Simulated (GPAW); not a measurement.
# A GW chain in GPAW: Na2BrCl (R-3m)

Aim: the G0W0 gap of Na2BrCl (R-3m) on LDA, step by step.

Method: LDA and many-body steps on it, plane waves, in GPAW 26.7.0.

### 1. Starting point

Symmetry: R-3m, No. 166, trigonal system. Conventional cell: a = 4.072 Å, b = 4.072 Å, c = 19.974 Å, α = 90.00°, β = 90.00°, γ = 120.00°. Nearest to Na lie 3 Cl at 2.83 Å and 3 Br at 2.93 Å. Nearest to Br lie 6 Na at 2.93 Å. Cl has 6 Na at 2.83 Å nearest. Farther neighbours and most contacts between anions are not listed.

Coordinates:

```cif
data_structure
_symmetry_space_group_name_H-M 'P 1'
_symmetry_Int_Tables_number 1
_cell_length_a 7.0610
_cell_length_b 7.0610
_cell_length_c 7.0610
_cell_angle_alpha 33.518
_cell_angle_beta 33.518
_cell_angle_gamma 33.518
_cell_volume 95.61
loop_
_atom_site_label
_atom_site_type_symbol
_atom_site_fract_x
_atom_site_fract_y
_atom_site_fract_z
_atom_site_occupancy
Na1 Na 0.25419 0.25419 0.25419 1
Na2 Na 0.74581 0.74581 0.74581 1
Br3 Br 0.50000 0.50000 0.50000 1
Cl4 Cl 0.00000 0.00000 0.00000 1
```

The cell and positions are those that the Materials Project relaxed with its own functionals (PBE, PBE+U or r2SCAN), kept fixed.

### 2. Ground state

This step: GPAW 26.7.0; DFT, LDA, plane waves, PAW.

The ground-state density comes first.

Contents of run.py:

```python
import json
import numpy as np
from gpaw.mpi import world
from ase import Atoms
from gpaw import GPAW, PW, FermiDirac

atoms = Atoms(['Na', 'Na', 'Br', 'Cl'],
    cell=[[2.0360244553, 1.1754992673, 6.6581171636],
      [-2.0360244553, 1.1754992673, 6.6581171636],
      [0.0000000000, -2.3509985347, 6.6581171636]],
    scaled_positions=[[0.2541929500, 0.2541929500, 0.2541929500],
      [0.7458070500, 0.7458070500, 0.7458070500],
      [0.5000000000, 0.5000000000, 0.5000000000],
      [0.0000000000, 0.0000000000, 0.0000000000]],
    pbc=(True, True, True))
calc = GPAW(mode=PW(450),
    xc='LDA',
    kpts={'size': (8, 8, 8), 'gamma': True},
    occupations=FermiDirac(0.001),
    nbands=-8,
    convergence={'density': 1e-6, 'bands': -3},
    maxiter=100,
    txt='gs.txt')
atoms.calc = calc
res = {'energy': atoms.get_potential_energy()}
kpts = calc.get_ibz_k_points()
res['kpts'] = kpts
res['eigenvalues'] = [calc.get_eigenvalues(kpt=k) for k in range(len(kpts))]
res['n_electrons'] = calc.get_number_of_electrons()
calc.write('gs.gpw')

if world.rank == 0:
    with open('result.json', 'w') as f:
        json.dump(res, f, default=lambda x: x.tolist())
```

Launch:

```console
> mpirun -n 4 gpaw python run.py
```

Numbers of over 12 decimals in the logs are rounded to 6 here.

The program printed:

```text
__  _  _
 | _ |_)|_||  |
 |__||  | ||/\| - 26.7.0

Input parameters:
  mode=PW(ecut=450.000000),
  convergence={'density': 1e-06, 'bands': -3},
  kpts=MonkhorstPack(size=(8, 8, 8), gamma=True),
  maxiter=100,
  nbands=-8,
  occupations=Occupations(name='fermi-dirac', width=0.001, fixmagmom=False),
  xc=XC(name='LDA')
  [... matrices ...]
Diagonalizing LCAO Hamiltonian
Converting LCAO to pw mode

       Na

       Br

       Na

       Cl

Atoms  # Å, Bohr magnetons
|   | symbol |        x |         y |         z |    initial magnetic moments |
| 0 |     Na | 0.000000 | -0.000000 |  5.077339 | ( 0.0000,  0.0000,  0.0000) |
| 1 |     Na | 0.000000 | -0.000000 | 14.897012 | ( 0.0000,  0.0000,  0.0000) |
| 2 |     Br | 0.000000 | -0.000000 |  9.987176 | ( 0.0000,  0.0000,  0.0000) |
| 3 |     Cl | 0.000000 |  0.000000 |  0.000000 | ( 0.0000,  0.0000,  0.0000) |

Unit cell  # Å
| periodic |         x |         y |        z |  lengths |    angles |
|      yes |  2.036024 |  1.175499 | 6.658117 | 7.061000 | 33.518146 |
|      yes | -2.036024 |  1.175499 | 6.658117 | 7.061000 | 33.518146 |
|      yes |  0.000000 | -2.350999 | 6.658117 | 7.061000 | 33.518146 |

Number of symmetries: 12
Symmetry operations  # r_c * U_cc + t_c -> r_c
|    | kind |            matrix            |
|  0 |  E   |  1, 0, 0,  0, 1, 0,  0, 0, 1 |
|  1 |  σ   |  1, 0, 0,  0, 0, 1,  0, 1, 0 |
|  2 |  σ   |  0, 1, 0,  1, 0, 0,  0, 0, 1 |
|  3 |  C3  |  0, 1, 0,  0, 0, 1,  1, 0, 0 |
|  4 |  C3  |  0, 0, 1,  1, 0, 0,  0, 1, 0 |
|  5 |  σ   |  0, 0, 1,  0, 1, 0,  1, 0, 0 |
|  6 |  C2  |  0, 0,-1,  0,-1, 0, -1, 0, 0 |
|  7 |  S6  |  0, 0,-1, -1, 0, 0,  0,-1, 0 |
|  8 |  S6  |  0,-1, 0,  0, 0,-1, -1, 0, 0 |
|  9 |  C2  |  0,-1, 0, -1, 0, 0,  0, 0,-1 |
| 10 |  C2  | -1, 0, 0,  0, 0,-1,  0,-1, 0 |
| 11 |  i   | -1, 0, 0,  0,-1, 0,  0, 0,-1 |

BZ-sampling:
  Number of BZ points: 512
  Number of IBZ points: 65

  Monkhorst-Pack size: [8, 8, 8]
  Monkhorst-Pack shift: [0.0625, 0.0625, 0.0625]

K-points  # in reciprocal-cell coordinates
|     |                                coordinates |     weight |
|   0 | (  0.00000000,   0.00000000,   0.00000000) | 0.00195312 |
|   1 | (  0.12500000,   0.00000000,  -0.12500000) | 0.01171875 |
|   2 | (  0.12500000,   0.00000000,   0.00000000) | 0.01171875 |
|   3 | (  0.12500000,   0.12500000,  -0.12500000) | 0.01171875 |
|   4 | (  0.12500000,   0.12500000,   0.00000000) | 0.01171875 |
|   5 | (  0.12500000,   0.12500000,   0.12500000) | 0.00390625 |
|   6 | (  0.25000000,  -0.12500000,  -0.12500000) | 0.01171875 |
|   7 | (  0.25000000,   0.00000000,  -0.25000000) | 0.01171875 |
|   8 | (  0.25000000,   0.00000000,  -0.12500000) | 0.02343750 |
|   9 | (  0.25000000,   0.00000000,   0.00000000) | 0.01171875 |
| ... |                                            |            |
|  64 | (  0.50000000,   0.50000000,   0.50000000) | 0.00195312 |

Plane wave coefficients: 2093
Cutoff: 450.000000 eV

Spin-components: 1 (collinear spins)
Bands:           22
Projectors:      20
Spin-degeneracy: 2
Datatype:        complex128

  Storage: CPU
  Wave functions: 47_887_840 bytes (11_971_960 per core)
  Projectors: 60_948_160 bytes (15_237_040 per core)
  [... matrices ...]
Parallelization:
  kpt:    4
  domain: 1
  band:   1

Density:
  Valence electrons: 28.0
  Components: 1
  Grid points: [35 35 35]
  Charge: 0.0  # |e|

Potential:
  Grid points: [35 35 35]

species:
  Na:
    name:    Sodium
    Z:       11.0
    valence: 7
    core:    4
    charge:  0.0  # [|e|]
    compensation charges:
      type: gauss
      rc: 0.37  # [Å]
      lmax: 2
    cutoffs:
      filter: 2.17  # [Å]
      core: 2.59  # [Å]
    projectors
    | kind |    occ | energy [eV] | rcut [Å] |
    |   3s |  1.000 |      -2.819 |    1.201 |
    |   2p |  6.000 |     -28.826 |    1.217 |
    |   3p |  0.000 |      -0.774 |    1.217 |
    |    s |        |      24.392 |    1.201 |
    |    d |        |       0.000 |    1.238 |

    Using partial waves for Na as LCAO basis

  Br:
    name:    Bromine
    Z:       35.0
    valence: 7
    core:    28
    charge:  0.0  # [|e|]
    compensation charges:
      type: gauss
      rc: 0.35  # [Å]
      lmax: 2
    cutoffs:
      filter: 1.98  # [Å]
      core: 2.38  # [Å]
    projectors
    | kind |    occ | energy [eV] | rcut [Å] |
    |   4s |  2.000 |     -20.306 |    1.111 |
    |   4p |  5.000 |      -8.003 |    1.111 |
    |    s |        |       6.906 |    1.111 |
    |    p |        |      19.208 |    1.111 |
    |    d |        |       0.000 |    1.111 |

    Using partial waves for Br as LCAO basis

  Cl:
    name:    Chlorine
    Z:       17.0
    valence: 7
    core:    10
    charge:  0.0  # [|e|]
    compensation charges:
      type: gauss
      rc: 0.25  # [Å]
      lmax: 2
    cutoffs:
      filter: 1.40  # [Å]
      core: 1.49  # [Å]
    projectors
    | kind |    occ | energy [eV] | rcut [Å] |
    |   3s |  2.000 |     -20.688 |    0.794 |
    |   3p |  5.000 |      -8.701 |    0.794 |
    |    s |        |       6.523 |    0.794 |
    |    p |        |      18.511 |    0.794 |
    |    d |        |       0.000 |    0.794 |

    Using partial waves for Cl as LCAO basis

Reference energy: -92129.091110  # eV

eigensolver:
  PPCG
  Converge bands: -3
  niter=2

density mixing:
  MSR1-Mixer
  Pratt-step length: 0.05
  Maximum mixing coefficient: 0.75
  Old densities: 10
  SVD Regularization: 0.005
  Good broyden scale: 1.0
  Trust region scale: 1.0
  Backstep threshold: 4.0
  History deletion threshold: 6.0
  Fourier metric: weight=20.0, sigma=0.015

occupation numbers:
  Fermi-Dirac:
    width: 0.0010  # eV

poisson solver:
  ecut: 3600.000000  # eV

xc functional:
  name: None

Initialization done in: 2.056 s

convergence criteria:
- Maximum integral of absolute [dens]ity change: 1e-06 electrons / valence electron
- Maximum [total energy] change in last 3 cyles: 0.0005 eV / valence electron
- Maximum integral of absolute [eigenst]ate change: 4e-08 eV^2 / valence electron
maximum number of iterations: 100

SCF iterations
|iter     |     time |      energy | eigst |  dens |
|iter:   1|  |  -14.215632 | +0.70 |       |
|iter:   2|  |  -14.190328 | -0.47 | -1.38 |
|iter:   3|  |  -14.078007 | -1.59 | -1.41 |
|iter:   4|  |  -14.077989 | -3.12 | -1.97 |
|iter:   5|  |  -14.078033c| -4.20 | -2.51 |
|iter:   6|  |  -14.078038c| -5.35 | -3.44 |
|iter:   7|  |  -14.078040c| -5.26 | -3.77 |
|iter:   8|  |  -14.078040c| -6.08 | -4.76 |
|iter:   9|  |  -14.078040c| -7.42c| -5.46 |
|iter:  10|  |  -14.078040c| -8.15c| -6.06c|

Converged in 10 steps
SCF loop duration: 16.497 s (1.650 s/step)
Energy contributions relative to reference atoms: (reference = -92129.091110)
  [... matrices ...]
Energy contributions:
  Kinetic:          14.954077
  Coulomb:         -15.275894
  Zero:             -0.107330
  External:          0.000000
  Xc:              -13.648892
  Entropy:          -0.000000
  Spinorbit:         0.000000
  ----------------------------
  Free energy:     -14.078040
  Extrapolated:    -14.078040

dipole moment: (0.000000, 0.000000, -74.798785)  # |e|*Ang

Fermi level: 1.559
Eigenvalues  # (at kpt = [0.000, 0.000, 0.000])
| band index |      eig [eV] | occ [0-2] |
|          0 |       -21.665 |     2.000 |
|        ... |               |           |
|          6 |       -13.328 |     2.000 |
|          7 |       -12.900 |     2.000 |
|          8 |        -2.670 |     2.000 |
|          9 |        -1.101 |     2.000 |
|         10 |        -1.101 |     2.000 |
|         11 |        -0.499 |     2.000 |
|         12 |        -0.158 |     2.000 |
|         13 |        -0.158 |     2.000 |
|         14 |         3.793 |     0.000 |
|         15 |         5.917 |     0.000 |
|         16 |         9.486 |     0.000 |
|         17 |         9.486 |     0.000 |
|         18 |         9.648 |     0.000 |
|         19 |         9.722 |     0.000 |
|         20 |         9.739 |     0.000 |
|         21 |         9.739 |     0.000 |

Gap: 3.952 eV
Transition (v -> c):
  (s=0, k=0, n=13, [0.00, 0.00, 0.00]) -> (s=0, k=0, n=14, [0.00, 0.00, 0.00])
No difference between direct/indirect transitions
# Writing to gs.gpw (mode='')
  [... matrices ...]
```

The job ended after 20 s (4 MPI ranks of Intel Xeon Platinum 8488C (Sapphire Rapids), shared host; peak memory 0.87 GiB).

Numbers from this step:

```
total energy               : -14.08 eV
gap                        : 3.952 eV
k of the valence top       : 0, 0, 0
k of the conduction bottom : 0, 0, 0
least direct gap           : 3.952 eV
```

The gap is direct, at Γ.

### 3. Empty states on the mesh, 4×4×4 mesh, 227 bands

The sums over transitions need many empty states on a uniform mesh; this step solves for them.

Contents of run.py:

```python
import json
import numpy as np
from gpaw.mpi import world
from gpaw import GPAW

calc = GPAW('gs.gpw').fixed_density(kpts={'size': (4, 4, 4), 'gamma': True},
    parallel={'domain': 1, 'band': 1},
    txt='nscf.txt')
calc.diagonalize_full_hamiltonian(nbands=227)
calc.write('full.gpw', mode='all')
res = {}
kpts = calc.get_ibz_k_points()
res['kpts'] = kpts
res['eigenvalues'] = [calc.get_eigenvalues(kpt=k) for k in range(len(kpts))]
res['n_electrons'] = calc.get_number_of_electrons()

if world.rank == 0:
    with open('result.json', 'w') as f:
        json.dump(res, f, default=lambda x: x.tolist())
```

Launch:

```console
> mpirun -n 4 gpaw python run.py
```

The program printed:

```text
Diagonalizing LCAO Hamiltonian
Converting LCAO to pw mode
convergence criteria:
- Maximum integral of absolute [eigenst]ate change: 4e-08 eV^2 / valence electron
maximum number of iterations: 100

SCF iterations
|iter     |     time |      energy | eigst |  dens |
|iter:   1|  |             | +0.69 |       |
|iter:   2|  |             | -0.41 |       |
|iter:   3|  |             | -1.72 |       |
[...]
|iter:   8|  |             | -6.32 |       |
|iter:   9|  |             | -7.10 |       |
|iter:  10|  |             | -7.72c|       |
SCF steps: 10
  __  _  _
 | _ |_)|_||  |
 |__||  | ||/\| - 26.7.0

Input parameters:
  mode=PW(ecut=450.000000),
  convergence={'density': 1e-06, 'bands': -3},
  gpts=array([35, 35, 35]),
  kpts=MonkhorstPack(size=(4, 4, 4), gamma=True),
  maxiter=100,
  nbands=22,
  occupations=Occupations(name='fermi-dirac', width=0.001, fixmagmom=False),
  parallel={'domain': 1, 'band': 1},
  xc=XC(name='LDA')
Matrix size: 2093x2093
# Writing to full.gpw (mode='all')
  [... matrices ...]

timing:  # [seconds]
  Total: 24.595  # ━━━━━━━━━━━━━━━━━━━━━━━━━━━━━━━━━━━━━━━━━━━━━━━━━━━━━━━━━━
```

Run time: 31 s. Hardware: 4 MPI ranks; peak memory 2.2 GiB.

This step gave:

```yaml
gap: 3.952 eV
k_of_the_valence_top: 0, 0, 0
k_of_the_conduction_bottom: 0, 0, 0
least_direct_gap: 3.952 eV
k_points_computed: 13
lowest_point_of_the_top_converged_band_above_the_valence_top: 93.5528 eV
```

On this mesh the gap is 3.952 eV.

### 4. Screening and self-energy, 4×4×4 mesh, 100 bands, screening to 60 eV

G0W0 replaces the xc potential by the self-energy, built once from these orbitals. Only a window of levels is corrected, while the sums run over the empty bands that the input names.

This step: G0W0 on LDA, plane waves, PAW.

Contents of run.py:

```python
import json
import numpy as np
from gpaw.mpi import world
from gpaw.response.g0w0 import G0W0

gw = G0W0('full.gpw',
    filename='gw',
    kpts=[0],
    bands=(12, 16),
    ecut=60,
    nbands=100,
    integrate_gamma='WS',
    ppa=True)
gw.calculate()
res = {mode: {k: v for k, v in r.items() if k != 'sigma_eskwn'}
       for mode, r in gw.all_results.items()}

if world.rank == 0:
    with open('result.json', 'w') as f:
        json.dump(res, f, default=lambda x: x.tolist())
```

Launch:

```console
> mpirun -n 4 gpaw python run.py
```

The program printed:

```text
Using integrator: PointIntegrator
FrequencyGridDescriptor(from 0.000+0.000j to 0.000+27.211j eV, 2 points)
Nonperiodic BCs:  [False False False]
Using integrator: PointIntegrator
FrequencyGridDescriptor(from 0.000+0.000j to 0.000+27.211j eV, 2 points)
Nonperiodic BCs:  [False False False]
  ___  _ _ _
 |   || | | |
 | | || | | |
 |__ ||_____|
 |___|

BZ k-points: Symmetries present (total): 12

  [... matrices ...]
64 k-points: 4 x 4 x 4 Monkhorst-Pack grid + [1/8,1/8,1/8]
13 k-points in the irreducible part of the Brillouin zone
       k-points in crystal coordinates                weights
   0:     0.00000000    0.00000000    0.00000000          1/64
   1:     0.25000000    0.00000000   -0.25000000          6/64
   2:     0.25000000    0.00000000    0.00000000          6/64
   3:     0.25000000    0.25000000   -0.25000000          6/64
   4:     0.25000000    0.25000000    0.00000000          6/64
   5:     0.25000000    0.25000000    0.25000000          2/64
   6:     0.50000000    0.00000000    0.00000000          3/64
   7:     0.50000000    0.25000000   -0.25000000          6/64
   8:     0.50000000    0.25000000    0.00000000         12/64
   9:     0.50000000    0.25000000    0.25000000          6/64
          ...
  12:     0.50000000    0.50000000    0.50000000          1/64

Distributing spins, k-points and bands (1 x 1 x 4) over 4 processes
Number of blocks: 1

Quasi particle states:
k-points (IBZ indices): [0]
Band range: (12, 16)
  [... matrices ...]
Computational parameters:
Plane wave cut-off: 60 eV
Number of bands: 100
Coulomb cutoff: None
Broadening: 0.1 eV

fxc modes: GW
Kernel: RPA
Using Godby-Needs plasmon-pole approximation:
  Fitting energy: i*E0, E0 = 1.000 Hartree
Summing all q:

Calculating screened Coulomb potential
No Coulomb truncation
FrequencyGridDescriptor(from 0.000+0.000j to 0.000+27.211j eV, 2 points)
Removing empty qpoint cache files...

Calculating chi0 body with:
    Ground state adapter containing:
    Number of spins: 1
    Number of kpoints: 64
    Number of irreducible kpoints: 13
    Number of completely occupied states: 14
    Number of partially occupied states: 14
    Occupied states memory: 9.159088 M / cpu

    Linear response parametrization:
    q_c: [0.0, 0.0, 0.0]
    Number of frequency points: 2
    Planewave cutoff: 60.0
    Number of bands: 100
    Number of planewaves: 111
    Broadening (eta): 1e-06
    comm.size: 4
    kncomm.size: 4
    blockcomm.size: 1

    Memory estimate of potentially large arrays:
        chi0_wGG: 0.376007 M / cpu
Integrating chi0 body.

Symmetries of q_c:
    Direct symmetries (Uq -> q): 12
    Indirect symmetries (TUq -> q): 0
In total 12 allowed symmetries.

  [... matrices ...]
13 groups of equivalent kpoints. 79.6875% reduction.

Integral kind: response function
Integrating chi0 head and wings.

Symmetries of q_c:
    Direct symmetries (Uq -> q): 12
    Indirect symmetries (TUq -> q): 0
In total 12 allowed symmetries.

  [... matrices ...]
13 groups of equivalent kpoints. 79.6875% reduction.

Integral kind: response function wings

Calculating chi0 body with:
    Ground state adapter containing:
    Number of spins: 1
    Number of kpoints: 64
    Number of irreducible kpoints: 13
    Number of completely occupied states: 14
    Number of partially occupied states: 14
    Occupied states memory: 9.159088 M / cpu

[... the further q-points ...]

Results:
f:      Occupation numbers
eps:     KS-eigenvalues [eV]
vxc:     KS vxc [eV]
exx:     Exact exchange [eV]
sigma:   Self-energies [eV]
dsigma:  Self-energy derivatives
Z:       Renormalization factors
qp:      QP-energies [eV]

k-point 0 (0): (0.000, 0.000, 0.000)                GW
band       f     eps     vxc     exx   sigma  dsigma       Z      qp
                                                                   GW
  12   1.000  -0.158 -16.317 -19.853   2.119  -0.214   0.824  -1.325
  13   1.000  -0.158 -16.317 -19.853   2.119  -0.214   0.824  -1.325
  14   0.000   3.793  -9.979  -5.546  -2.898  -0.162   0.861   5.115
  15   0.000   5.917  -9.042  -4.545  -2.987  -0.165   0.858   7.213
```

Wall time 97 s (4 MPI ranks); peak memory 1.9 GiB; 6.5 min of CPU time.

This step gave:

```yaml
g0w0_gap_on_the_points_computed: 6.440 eV
least_direct_g0w0_gap_on_the_computed_points: 6.440 eV
z_at_the_valence_top: 0.8235
z_at_the_conduction_bottom: 0.8605
starting_gap_on_the_mesh: 3.952 eV
k_of_the_valence_top: 0, 0, 0
k_of_the_conduction_bottom: 0, 0, 0
```

The gap on the mesh goes from 3.95 eV to 6.44 eV, a correction of +2.49 eV.

Limits: finite bands, cutoff and mesh; no spin-orbit coupling. v1 is the top filled band, c1 the lowest empty one. Levels before and after the correction, in eV, zero at the valence-band top of each column:

```csv
,conduction bottom,valence top
Kohn-Sham,3.95,0.00
G0W0,6.44,0.00
```

```csv
,level,energy (eV)
Kohn-Sham,Γ v2-v1,0.000
Kohn-Sham,Γ c1,3.952
Kohn-Sham,Γ c2,6.075
G0W0,Γ v2-v1,0.000
G0W0,Γ c1,6.440
G0W0,Γ c2,8.538
```

### 5. Where the time went

Times are wall times on 4 MPI ranks of Intel Xeon Platinum 8488C (Sapphire Rapids), shared host, good to a factor of about two.

```csv
step,time,share,memory (GiB)
ground state,20 s,14 %,0.87
empty states on the mesh,31 s,21 %,2.2
screening and self-energy,97 s,65 %,1.9
```

### 6. What came out

```yaml
lda_gap: 3.95 eV, direct
g0w0_gap_on_the_mesh: 6.44 eV
gw_settings: 4×4×4 mesh, 100 bands, screening to 60 eV, Godby-Needs plasmon pole
known_limits: not at the basis limit; no spin-orbit coupling
```

What this shows: G0W0 moves the gap on the mesh from 3.95 eV to 6.44 eV (+2.49 eV), with Z of 0.82 and 0.86 at the edges. Only 1 of the mesh's irreducible points was corrected, so a valley elsewhere could overtake. The dearest step here is «screening and self-energy». Bands and cutoff are finite, so the gap is not at the basis limit. The miss can reach some tenths of an eV and take either sign; the mesh is an error of its own. These stock PAW sets were not made for GW; the filled d or f shell of Br lies in the frozen core, which bears on start and correction. In the G0W0 run levels were corrected at 1 k point alone, so a gap called «on the mesh» is the least over those, and an edge elsewhere would be missed. The many-body steps are scalar-relativistic: spin-orbit coupling is not in them.

[Paths, hosts, dates, memory and timing lines, banners, echoed tables and standing remarks are left out of the program output.]

[Logs are printed without paths, hosts, clocks, repeated set-up lines and the standing remarks that a program may print on its own settings, such as how far it seeks lower states.]

[Runs of the session that timed out or met a known fault of the program may be left out.]

[Hosts, paths, dates, database ids (printed as entryN), source tags and the programs' standing remarks are cut or masked in the printed files.]
